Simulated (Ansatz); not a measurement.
## Ag2BiRuO4, from a guessed structure to a relaxed one

Starting from a made-up structure for Ag2BiRuO4, the aim is the relaxed cell, its shortest contacts and, where a second run follows, its electronic structure.

Method: DFT, PBE, plane-wave PAW, files of the set soft_1, scalar-relativistic, no spin, cell and ions relaxed at zero pressure; PAW set soft_1, in the first sound run; inputs show where later runs differ, in Ansatz 0.2.0.

## (1) The starting structure

It takes space group I-4m2 (No. 119, tetragonal). The conventional cell has a = 4.659 Å, b = 4.659 Å, c = 9.401 Å, α = 90.00°, β = 90.00°, γ = 90.00°. Nearest to Bi lie 6 O at 2.33 to 2.35 Å. Nearest to Ag lie 6 O at 2.33 to 2.35 Å. Nearest to Ru lie 6 O at 2.33 to 2.35 Å. Nearest to O lie 2 Bi at 2.33 Å and 3 Ag at 2.33 to 2.35 Å and 1 Ru at 2.35 Å. O has 2 Ru at 2.33 Å and 3 Ag at 2.33 to 2.35 Å and 1 Bi at 2.35 Å nearest. Farther neighbours and most contacts between anions are not listed.

## (2) Relaxation of the guess

The guess takes its coordinates from another compound and its volume from a rule, so the cell and any free coordinates are relaxed together.

Input file input.yaml:

```yaml
crystal:
  lattice:
    - [-2.3295, 2.3295, 4.7005]
    - [2.3295, -2.3295, 4.7005]
    - [2.3295, 2.3295, -4.7005]
  atoms:
    - { symbol: Bi, position: [0.75, 0.25, 0.5] }
    - { symbol: Ag, position: [0.25, 0.75, 0.5] }
    - { symbol: Ag, position: [0.5, 0.5, 0.0] }
    - { symbol: Ru, position: [0.0, 0.0, 0.0] }
    - { symbol: O, position: [0.7495, 0.7495, 0.0] }
    - { symbol: O, position: [0.9998, 0.4998, 0.5] }
    - { symbol: O, position: [0.2505, 0.2505, 0.0] }
    - { symbol: O, position: [0.5002, 0.0002, 0.5] }
kpoints:
  mp_grid: { grid: [8, 8, 8] }
scf:
  occupations: { method: fermi_dirac, width: 0.05 }
hamiltonian:
  xc: pbe
  pseudopotentials: { kind: paw, azcp: { folder: soft_1 } }
relax:
  f_tol: 0.015
  max_steps: 70
  cell: {}
output:
  forces: true
  stress: true
```

Launch:

```bash
> ansatz run input.yaml --threads 4 --pin off --max-ram 10240MiB --backend cpu --events-out ev --progress --plain --runs-dir out
```

Numbers of over 12 decimals in the logs are rounded to 6 here.

Output:

```text
Engine: ansatz 0.2.0, aarch64-unknown-linux-gnu
Pseudopotentials: kind: paw
Pseudopotential: Bi, paw, valence charge 15, recommended cutoff 420 eV (normal), soft_1/Bi.paw.azcp
Pseudopotential: Ag, paw, valence charge 19, recommended cutoff 420 eV (normal), soft_1/Ag.paw.azcp
Pseudopotential: Ru, paw, valence charge 16, recommended cutoff 420 eV (normal), soft_1/Ru.paw.azcp
Pseudopotential: O, paw, valence charge 6, recommended cutoff 420 eV (normal), soft_1/O.paw.azcp
Functional definition: PBE
  parameter kappa = 0.804
  parameter beta = 0.066725
  exchange = pbe_x(kappa = kappa, mu = beta*pi^2/3)
  correlation = pbe_c(beta = beta)
Crystal: 8 atoms, lattice volume = 102.030 Å³
Basis set: ecut = 420 eV, 1999 PW (Γ), exchange–correlation on 80×80×80 points (8 copies of the dense FFT grid, shifted against one another)
Bands: 56, of which v1, the nominal top of the filled ones, is band 47 counted from 1 (46 counted from 0)
Symmetry: 8 space group operations
Space group: I-4m2 (ITA 119), of the structure as read, at distance tolerance 4.7e-5 Å
k-points: 59 of 512 (time reversal used)
Non-local potential: Bi, projectors of the file, l = 0: 2, l = 1: 2, l = 2: 2, l = 3: 1
Non-local potential: Ag, projectors of the file, l = 0: 3, l = 1: 2, l = 2: 2, l = 3: 1
Non-local potential: Ru, projectors of the file, l = 0: 3, l = 1: 2, l = 2: 2, l = 3: 1
Non-local potential: O, projectors of the file, l = 0: 2, l = 1: 2, l = 2: 1
PAW form: soft (Blöchl's): semilocal exchange-correlation on the pseudo side does not see the compensation charge
PAW one-centre angular grid: Bi, 590 points (default); XC on 64 Gauss nodes
PAW one-centre angular grid: Ag, 590 points (default); XC on 64 Gauss nodes
PAW one-centre angular grid: Ru, 590 points (default); XC on 64 Gauss nodes
PAW one-centre angular grid: O, 110 points (default); XC on 64 Gauss nodes
Initial density: superposition of atomic densities (chi_scale 0.1, normalization cell, long waves kept (reshape's long-wave potential 0.02 eV rms))
Initial wavefunctions: pseudopotential atomic-orbital guess
Functional: x = pbe(κ = 0.804, μ = 0.219515), c = pbe(β = 0.066725)
SCF iter   1: F=—  HF=-35721.619070 eV  |F-HF|=—  |Δ(HF+E_count)|=         —  Δρ=9.24e-2  dr2=8.62e0  ethr=3.10e-3  ⟨swp⟩=6.0  Hψ=11157  notcnv=0  defer=2
preconditioner: auto → Kerker (q_TF=auto, 2.686 Å⁻¹)  [metal: Δε(μ)=0.020 eV  Ē_g=12.864 eV  σ=0.050 eV  W_gap=0.10  n_scr=32 (ndim 8)  ℏωp=30.5 eV  f_vac=0.000  D(μ)=6.43/eV (n_scr^D=68)]
SCF iter   2: F=—  HF=-35720.138180 eV  |F-HF|=—  |Δ(HF+E_count)|=    1.48e0  Δρ=4.02e-2  dr2=1.69e0  ethr=3.10e-3  ⟨swp⟩=2.2  Hψ=5625  notcnv=0  defer=143
SCF iter   3: F=—  HF=-35720.037367 eV  |F-HF|=—  |Δ(HF+E_count)|=   1.01e-1  Δρ=1.93e-2  dr2=3.93e-1  ethr=1.82e-3  ⟨swp⟩=2.0  Hψ=4195  notcnv=0  defer=143
SCF iter   4: F=—  HF=-35720.029907 eV  |F-HF|=—  |Δ(HF+E_count)|=   7.46e-3  Δρ=1.06e-2  dr2=2.27e-1  ethr=4.23e-4  ⟨swp⟩=2.0  Hψ=3753  notcnv=0  defer=143
SCF iter   5: F=—  HF=-35720.017620 eV  |F-HF|=—  |Δ(HF+E_count)|=   1.23e-2  Δρ=6.17e-3  dr2=8.40e-2  ethr=2.44e-4  ⟨swp⟩=1.8  Hψ=3880  notcnv=0  defer=143
SCF iter   6: F=—  HF=-35720.009521 eV  |F-HF|=—  |Δ(HF+E_count)|=   8.10e-3  Δρ=2.76e-3  dr2=1.55e-2  ethr=9.03e-5  ⟨swp⟩=1.1  Hψ=3164  notcnv=0  defer=143
SCF iter   7: F=—  HF=-35720.007856 eV  |F-HF|=—  |Δ(HF+E_count)|=   1.66e-3  Δρ=3.98e-4  dr2=2.40e-4  ethr=1.67e-5  ⟨swp⟩=1.0  Hψ=3174  notcnv=0  defer=143
SCF iter   8: F=—  HF=-35720.007847 eV  |F-HF|=—  |Δ(HF+E_count)|=   9.09e-6  Δρ=1.78e-4  dr2=5.17e-5  ethr=2.58e-7  ⟨swp⟩=2.2  Hψ=4574  notcnv=0  defer=143
SCF iter   9: F=—  HF=-35720.007875 eV  |F-HF|=—  |Δ(HF+E_count)|=   2.82e-5  Δρ=6.96e-5  dr2=7.31e-6  ethr=5.56e-8  ⟨swp⟩=2.1  Hψ=3817  notcnv=0  defer=143
SCF iter  10: F=—  HF=-35720.007875 eV  |F-HF|=—  |Δ(HF+E_count)|=   5.21e-7  Δρ=1.98e-5  dr2=6.50e-7  ethr=7.86e-9  ⟨swp⟩=1.6  Hψ=4071  notcnv=0  defer=143
SCF iter  11: F=-35720.007875 eV  HF=-35720.007875 eV  |F-HF|=2.11e-8  |Δ(HF+E_count)|=   2.74e-8  Δρ=5.06e-6  dr2=3.26e-8  ethr=1.08e-10  ⟨swp⟩=2.3  Hψ=11813  notcnv=0
SCF 1 converged in 11 iterations: F = -35720.007875 eV  dr2 = 3.26e-8
  greatest PAW one-centre occupation: 1.001 electrons in one spin orbital (limit 2), on the Ag atom at site 2 (counted from 0), in its partial waves of l = 0
relax step   1: F+E_penalty+E_count = -35720.00787456 eV  Δ(F+E_penalty+E_count) = +0.000e0 eV  max|allowed force component| = 1.795e0 eV/Å  Δτ_max = 0.0000 Å  P = +8.086 GPa  Ω = 102.030 Å³  (11 SCF iters, dr2 threshold 1.00e-7 eV, accepted)
Crystal: 8 atoms, lattice volume = 108.953 Å³
Basis set: ecut = 420 eV, 2105 PW (Γ), exchange–correlation on 80×80×80 points (8 copies of the dense FFT grid, shifted against one another)
Initial density: handed on by an earlier stage of this run
Initial wavefunctions: those handed on with the density
iter 1 solved again at ethr=5.08e-4 eV; its pass at ethr=3.10e-3 eV (dr2=4.73e-1 eV) is discarded
SCF iter   1: F=—  HF=-35720.746663 eV  |F-HF|=—  |Δ(HF+E_count)|=         —  Δρ=1.91e-2  dr2=4.74e-1  ethr=5.08e-4  ⟨swp⟩=1.9  Hψ=13879  notcnv=0
preconditioner: auto → Kerker (q_TF=auto, 2.657 Å⁻¹)  [metal: Δε(μ)=0.002 eV  Ē_g=12.011 eV  σ=0.050 eV  W_gap=0.01  n_scr=36 (ndim 8)  ℏωp=29.6 eV  f_vac=0.000  D(μ)=7.29/eV (n_scr^D=68)]
SCF iter   2: F=—  HF=-35720.715384 eV  |F-HF|=—  |Δ(HF+E_count)|=   3.13e-2  Δρ=8.31e-3  dr2=9.66e-2  ethr=5.08e-4  ⟨swp⟩=1.4  Hψ=3325  notcnv=0
SCF iter   3: F=—  HF=-35720.710499 eV  |F-HF|=—  |Δ(HF+E_count)|=   4.89e-3  Δρ=1.68e-3  dr2=2.49e-3  ethr=1.04e-4  ⟨swp⟩=1.3  Hψ=3345  notcnv=0
SCF iter   4: F=—  HF=-35720.710615 eV  |F-HF|=—  |Δ(HF+E_count)|=   1.17e-4  Δρ=5.04e-4  dr2=3.61e-4  ethr=2.67e-6  ⟨swp⟩=2.3  Hψ=5149  notcnv=0
SCF iter   5: F=—  HF=-35720.710609 eV  |F-HF|=—  |Δ(HF+E_count)|=   6.62e-6  Δρ=1.71e-4  dr2=5.23e-5  ethr=3.88e-7  ⟨swp⟩=1.2  Hψ=3742  notcnv=0
SCF iter   6: F=—  HF=-35720.710602 eV  |F-HF|=—  |Δ(HF+E_count)|=   7.09e-6  Δρ=6.74e-5  dr2=6.37e-6  ethr=5.62e-8  ⟨swp⟩=2.6  Hψ=5766  notcnv=0
SCF iter   7: F=—  HF=-35720.710601 eV  |F-HF|=—  |Δ(HF+E_count)|=   7.57e-7  Δρ=2.43e-5  dr2=8.36e-7  ethr=8.60e-10  ⟨swp⟩=4.0  Hψ=10694  notcnv=0
SCF iter   8: F=-35720.710601 eV  HF=-35720.710601 eV  |F-HF|=3.82e-8  |Δ(HF+E_count)|=   1.21e-7  Δρ=7.46e-6  dr2=7.54e-8  ethr=8.60e-10  ⟨swp⟩=3.8  Hψ=9439  notcnv=0
SCF 2 converged in 8 iterations: F = -35720.710601 eV  dr2 = 7.54e-8
[...]
relax step   7: F+E_penalty+E_count = -35721.69162812 eV  Δ(F+E_penalty+E_count) = -3.790e-4 eV  max|allowed force component| = 1.215e-2 eV/Å  Δτ_max = 0.0036 Å  P = -0.027 GPa  Ω = 111.242 Å³  energy of the carried Pulay correction = -1.729e-2 eV  (6 SCF iters, dr2 threshold 2.37e-7 eV, accepted)
relax step   8: F+E_penalty+E_count = -35721.69167598 eV  Δ(F+E_penalty+E_count) = -4.786e-5 eV  max|allowed force component| = 3.022e-3 eV/Å  Δτ_max = 0.0018 Å  P = +0.007 GPa  Ω = 111.230 Å³  energy of the carried Pulay correction = -1.727e-2 eV  (6 SCF iters, dr2 threshold 1.93e-8 eV, accepted)
relax step   9: F+E_penalty+E_count = -35721.77125871 eV  Δ(F+E_penalty+E_count) = -7.958e-2 eV  max|allowed force component| = 1.487e-2 eV/Å  Δτ_max = 0.0000 Å  P = +0.960 GPa  Ω = 111.230 Å³  stress off target by 2.29e0 GPa  SCF on the basis re-selected at this cell (its energy is not comparable with the rows above)  (8 SCF iters)
relax step  10: F+E_penalty+E_count = -35721.78240806 eV  Δ(F+E_penalty+E_count) = -1.115e-2 eV  max|allowed force component| = 1.353e-2 eV/Å  Δτ_max = 0.0228 Å  P = +0.133 GPa  Ω = 112.228 Å³  energy of the carried Pulay correction = -2.240e-3 eV  (6 SCF iters, dr2 threshold 8.00e-7 eV, accepted)
relax step  11: F+E_penalty+E_count = -35721.78295644 eV  Δ(F+E_penalty+E_count) = -5.484e-4 eV  max|allowed force component| = 1.277e-2 eV/Å  Δτ_max = 0.0070 Å  P = -0.005 GPa  Ω = 112.397 Å³  energy of the carried Pulay correction = -2.695e-3 eV  (6 SCF iters, dr2 threshold 8.00e-7 eV, accepted)
relax step  12: F+E_penalty+E_count = -35721.78638681 eV  Δ(F+E_penalty+E_count) = -3.430e-3 eV  max|allowed force component| = 1.259e-2 eV/Å  Δτ_max = 0.0000 Å  P = +0.011 GPa  Ω = 112.397 Å³  stress off target by 8.22e-2 GPa  SCF on the basis re-selected at this cell (its energy is not comparable with the rows above)  (7 SCF iters)
relax step  13: F+E_penalty+E_count = -35721.78636457 eV  Δ(F+E_penalty+E_count) = +2.224e-5 eV  max|allowed force component| = 7.916e-4 eV/Å  Δτ_max = 0.0032 Å  P = +0.009 GPa  Ω = 112.446 Å³  energy of the carried Pulay correction = -1.198e-4 eV  (6 SCF iters, dr2 threshold 1.69e-8 eV, accepted)
iter 1 solved again at ethr=1.33e-7 eV; its pass at ethr=3.10e-3 eV (dr2=1.23e-4 eV) is discarded
SCF iter   1: F=—  HF=-35721.786293 eV  |F-HF|=—  |Δ(HF+E_count)|=         —  Δρ=3.06e-5  dr2=4.14e-8  ethr=1.33e-7  ⟨swp⟩=3.0  Hψ=19970  notcnv=0
eigensolver tolerance schedule: the retry pair's looser diagonalisation over-reported the residual by 2981.16 of it (diagonalisation noise at 0.15 of the residual, at the tolerance the schedule requests for it); recorded, not acted on — ethr = c·dr2/N_el stays at c = 1.0e-1
SCF iter   2: F=—  HF=-35721.786426 eV  |F-HF|=—  |Δ(HF+E_count)|=   1.33e-4  Δρ=1.56e-5  dr2=9.66e-9  ethr=4.45e-11  ⟨swp⟩=2.9  Hψ=6910  notcnv=0
SCF iter   3: F=—  HF=-35721.786429 eV  |F-HF|=—  |Δ(HF+E_count)|=   2.29e-6  Δρ=4.47e-6  dr2=1.18e-9  ethr=1.04e-11  ⟨swp⟩=2.0  Hψ=4558  notcnv=0
SCF iter   4: F=—  HF=-35721.786429 eV  |F-HF|=—  |Δ(HF+E_count)|=   2.02e-7  Δρ=2.51e-7  dr2=1.56e-10  ethr=1.27e-12  ⟨swp⟩=2.0  Hψ=4911  notcnv=0
iter 5 did not close the SCF: its close was put off for the readings that it lacked (scf_convergence_deferred on its scf_iter line)
SCF iter   5: F=-35721.786429 eV  HF=-35721.786429 eV  |F-HF|=2.18e-11  |Δ(HF+E_count)|=    0.00e0  Δρ=1.29e-7  dr2=3.88e-11  ethr=1.00e-12  ⟨swp⟩=1.0  Hψ=3304  notcnv=0
iter 6 did not close the SCF: its close was put off for the readings that it lacked (scf_convergence_deferred on its scf_iter line)
SCF iter   6: F=-35721.786429 eV  HF=-35721.786429 eV  |F-HF|=7.28e-12  |Δ(HF+E_count)|=  7.28e-12  Δρ=4.04e-8  dr2=2.24e-12  ethr=1.00e-12  ⟨swp⟩=1.0  Hψ=3304  notcnv=0
iter 7 did not close the SCF: its close was put off for the readings that it lacked (scf_convergence_deferred on its scf_iter line)
SCF iter   7: F=-35721.786429 eV  HF=-35721.786429 eV  |F-HF|=7.28e-12  |Δ(HF+E_count)|=  1.46e-11  Δρ=1.10e-8  dr2=1.36e-13  ethr=1.00e-12  ⟨swp⟩=1.0  Hψ=3304  notcnv=0
iter 8 did not close the SCF: its close was put off for the readings that it lacked (scf_convergence_deferred on its scf_iter line)
SCF iter   8: F=-35721.786429 eV  HF=-35721.786429 eV  |F-HF|=0.00e0  |Δ(HF+E_count)|=  7.28e-12  Δρ=3.93e-9  dr2=2.36e-14  ethr=1.00e-12  ⟨swp⟩=1.0  Hψ=3304  notcnv=0
SCF iter   9: F=-35721.786429 eV  HF=-35721.786429 eV  |F-HF|=7.28e-12  |Δ(HF+E_count)|=  7.28e-12  Δρ=1.45e-9  dr2=2.13e-15  ethr=1.00e-12  ⟨swp⟩=1.0  Hψ=6844  notcnv=0
SCF 14 converged in 9 iterations: F = -35721.786429 eV  dr2 = 2.13e-15
relax step  14: F+E_penalty+E_count = -35721.78642877 eV  Δ(F+E_penalty+E_count) = -6.419e-5 eV  max|allowed force component| = 7.272e-4 eV/Å  Δτ_max = 0.0000 Å  P = +0.010 GPa  Ω = 112.446 Å³  stress off target by 1.35e-2 GPa  SCF on the basis re-selected at this cell (its energy is not comparable with the rows above)  (9 SCF iters)
basis re-selected at this cell: Δ(F+E_penalty+E_count) = -6.419e-5 eV, ΔP = +0.001 GPa vs the last step (what re-selecting the basis moved, of the pressure what is left beyond the Pulay correction that the steps carried, after the strain that the cell walked since its last selection, with what the two solves' SCF thresholds leave and, on support functions, any second-order correction that the steps lacked; it is no m [...]
SCF converged after 9 iterations
Free energy (F): -35721.786429 eV
Harris-Foulkes:  -35721.786429 eV  (|F-HF|=7.28e-12)
Internal energy: -35721.740075 eV  (E = F + TS)
E sigma→0 (E₀):  -35721.763252 eV
Entropy (-TS):   -0.046354 eV (-5.794 meV/atom)
Fermi energy:    13.059296 eV
--- Per-component energies (eV) ---
  E_band       = -786.975736
  E_kinetic    = 2313.072771
  E_local      = -8800.864317  (includes V_loc(G=0)·N_el)
  E_nonlocal   = 1102.505300
  E_hartree    = 3728.493995
  E_xc         = -920.992688
  E_vxc        = -1106.774236  (∫ρ·V_xc dr)
  E_paw        = -22725.081863  (= ΣΔE_a)
  E_vpaw       = -1751.908137  (= ΣTr[D̂ρ^β])
  E_aug_tail   = 0.004893  (compensation charges beyond the density's cutoff)
  E_ewald      = -10418.878165
  E_smearing   = -0.046354  (= −TS)
  E_closure    = -0.000000  (closes the sum)
  Σ components = -35721.786429   (vs F -35721.786429, Δ=0.00e0)
--- Forces (eV/Å), atoms counted from 1 ---
  atom   1  Bi    -0.00000000     0.00000000    -0.00000000
  atom   2  Ag    -0.00000000    -0.00000000     0.00000000
  atom   3  Ag     0.00000000     0.00000000     0.00000000
  atom   4  Ru    -0.00000000     0.00000000     0.00000000
  atom   5  O      0.00000000    -0.00000000    -0.00072719
  atom   6  O      0.00000000     0.00000000     0.00067420
  atom   7  O      0.00000000     0.00000000     0.00072719
  atom   8  O      0.00000000     0.00000000    -0.00067420
  max |Σ_I F_I| component: 4.86e-17 eV/Å
--- Stress (GPa, compression-positive) ---
        0.008176       0.000000       0.000000
        0.000000       0.008176      -0.000000
        0.000000      -0.000000       0.013498
  P = ⅓ Tr σ = 0.0100 GPa (0.100 kbar)
--- Relaxed structure (11 steps of the walk, 11 accepted, 3 SCFs on fresh bases) ---
  F+E_penalty+E_count = -35721.78642877 eV   max|allowed force component| = 7.272e-4 eV/Å   (the final SCF, on the basis selected at the relaxed cell)
  cell:  # Å, volume = 112.4463 Å³
    - [-2.283667, 2.283667, 5.390382]
    - [2.283667, -2.283667, 5.390382]
    - [2.283667, 2.283667, -5.390382]
  atoms:
    - { symbol: Bi, position: [0.750000, 0.250000, 0.500000] }
    - { symbol: Ag, position: [0.250000, 0.750000, 0.500000] }
    - { symbol: Ag, position: [0.5, 0.5, 0] }
    - { symbol: Ru, position: [-1.098502892556582e-18, -1.098502892556581e-18, 0] }
    - { symbol: O, position: [0.814324, 0.814324, 0] }
    - { symbol: O, position: [0.973597, 0.473597, 0.500000] }
    - { symbol: O, position: [0.185676, 0.185676, 0] }
    - { symbol: O, position: [0.526403, 0.026403, 0.500000] }
```

Run time: 2.2 min. Hardware: 4 threads of Arm Neoverse V1, shared host; peak memory 0.67 GiB.

This run has no spin polarisation although its electron count is odd.

Relaxation path:

| step | energy less that of the first step (eV) | largest force component (eV/Å) | pressure (GPa) | volume (Å³) |
| --- | --- | --- | --- | --- |
| 1 | 0.0000 | 1.7949 | 8.09 | 102.03 |
| 2 | -0.7027 | 1.5757 | -1.72 | 108.95 |
| 3 | -1.2412 | 0.7847 | 0.52 | 108.69 |
| 4 | -1.4512 | 0.9536 | 2.64 | 110.24 |
| 5 | -1.6632 | 0.1725 | -0.89 | 111.83 |
| 6 | -1.6834 | 0.0239 | -0.08 | 111.29 |
| 7 | -1.6838 | 0.0122 | -0.03 | 111.24 |
| 8 | -1.6838 | 0.0030 | 0.01 | 111.23 |
| 9* | -1.7634 | 0.0149 | 0.96 | 111.23 |
| 10 | -1.7745 | 0.0135 | 0.13 | 112.23 |
| 11 | -1.7751 | 0.0128 | -0.01 | 112.40 |
| 12* | -1.7785 | 0.0126 | 0.01 | 112.40 |
| 13 | -1.7785 | 0.0008 | 0.01 | 112.45 |
| 14* | -1.7786 | 0.0007 | 0.01 | 112.45 |

Relaxation steps marked * repeat the geometry before them on a plane-wave basis chosen anew for their cell, so energy and pressure can jump there.

Forces are held to the 8 operations that the run works with; a distortion that breaks them can't arise in this run.

| cell as run | before | after | change |
| --- | --- | --- | --- |
| a (Å) | 5.740 | 6.284 | +9.5 % |
| b (Å) | 5.740 | 6.284 | +9.5 % |
| c (Å) | 5.740 | 6.284 | +9.5 % |
| α (°) | 132.11 | 137.38 | +4.0 % |
| β (°) | 132.11 | 137.38 | +4.0 % |
| γ (°) | 70.05 | 61.86 | -11.7 % |
| volume (Å³/atom) | 12.75 | 14.06 | +10.2 % |

The atoms that moved most (Å, as changes of fractional coordinates times the final cell):

| atom | dx | dy | dz | length |
| --- | --- | --- | --- | --- |
| O5 | 0.000 | 0.000 | 0.699 | 0.699 |
| O7 | 0.000 | 0.000 | -0.699 | 0.699 |
| O8 | 0.000 | 0.000 | 0.282 | 0.282 |
| O6 | 0.000 | 0.000 | -0.282 | 0.282 |

This step gave:

| Property | Result |
| --- | --- |
| free energy | -35721.7864 eV |
| energy at zero smearing | -35721.7633 eV |
| smearing term TS | 0.04635 eV |
| Fermi energy | 13.06 eV |
| electrons | 93 |
| symmetry operations | 8 |
| pressure | 0.009950 GPa |

Shortest distances by pair of elements, guess and relaxed (not always the same contact):

| pair | guess (Å) | relaxed (Å) |
| --- | --- | --- |
| O–Ru | 2.330 | 2.002 |
| Ag–O | 2.330 | 2.301 |
| Bi–O | 2.330 | 2.387 |
| O–O | 3.294 | 2.857 |
| Ag–Bi | 3.294 | 3.230 |

The relaxation ends with a largest force component of 7.3e-4 eV/Å and a pressure of 0.01 GPa.

[end of part 1 of 2]

[Logs are printed without paths, hosts, clocks, repeated set-up lines and the standing remarks that a program may print on its own settings, such as how far it seeks lower states.]

[Hosts, paths, dates, database ids (printed as entryN), source tags and the programs' standing remarks are cut or masked in the printed files.]
